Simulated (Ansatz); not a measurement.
# Static equation of state of random cubic perovskite alloy of BaHfO3 and BaTiO3 (135 atoms)

The cell holds 135 atoms: 27 Ba, 18 Hf, 81 O and 9 Ti. Cell: a = 12.603 Å, b = 12.397 Å, c = 12.432 Å, α = 90.0°, β = 90.0°, γ = 90.1°. It derives from BaHfO3 and BaTiO3 (cubic perovskite), repeated 3×3×3. The starting structure: Cubic perovskite BaHfO3, 3 x 3 x 3 conventional cells, 9 of 27 Hf sites given to Ti at random (x = 0.333), lattice by Vegard's rule (cell 4.113, 4.113, 4.113, 90, 90, 90); not relaxed, displaced by a Gaussian of 0.02 Å.

Calculated with Ansatz 0.2.0: Kohn-Sham DFT, PBE, PAW (set soft_2), plane waves; cutoff 420 eV, Γ point, fixed occupations. Cell and atoms were relaxed first, to V0 = 14.387 Å³ an atom at a residual P0 = 0.021 GPa. The cell was then scaled evenly, and the atoms were relaxed at each volume.

```
volume (Å³/atom)  pressure (GPa)
          12.949           18.87
          13.524               ?
          13.956           4.432
          14.819          -3.497
          15.251          -6.121
```

Task: Fit the third-order Birch–Murnaghan equation to the rows given and interpolate to the withheld row.

**Working.**

Take the Eulerian strain f = ½[(V0/V)^(2/3) − 1] and the normalised pressure F = (P − P0) / [3f(1 + 2f)^(5/2)]. The third-order Birch–Murnaghan equation is then the line F = B0 + (3/2)B0(B′ − 4) f, so u = f and v = F.

| u = f | v = F (GPa) |
| --- | --- |
| 0.0363828 | 144.863 |
| 0.0102568 | 136.251 |
| -0.00975664 | 126.258 |
| -0.0190506 | 118.436 |

With n = 4: mean u = 0.00445808, mean v = 131.452, Σ(u − ū)² = 0.0018075, Σ(u − ū)(v − v̄) = 0.83579. Slope b = 0.83579 / 0.0018075 = 462.39; intercept a = v̄ − b ū = 129.39.

So B0 = a = 129 GPa and B′ = 4 + 2b/(3a) = 6.38. At the withheld volume f = 0.02106, F = a + b f = 139.1 GPa, and P = P0 + 3f(1 + 2f)^(5/2) F.

Prediction at 13.524: 9.765 GPa. The run gave 9.823 GPa, so the fit is low by 0.059 GPa (0.60 % of the value).

B′ = 6.4 lies outside the range of 3 to 6 that is common for dense crystals. Among the rows given, the largest miss of the fit is at 12.949, by 0.18 GPa (0.70 % of the range of the table).

Limits: Static cells at zero temperature; the cell shape is held. The program notes that the SCF threshold of these relaxations is loose for the stress. Only the Γ point is sampled, in a cell whose shortest periodic width is 12 Å.

[Long decimals in the printed logs are rounded to 6 places.]

[Logs are printed without paths, hosts, clocks, repeated set-up lines and the standing remarks that a program may print on its own settings, such as how far it seeks lower states.]

[Hosts, paths, dates, database ids (printed as entryN), source tags and the programs' standing remarks are cut or masked in the printed files.]
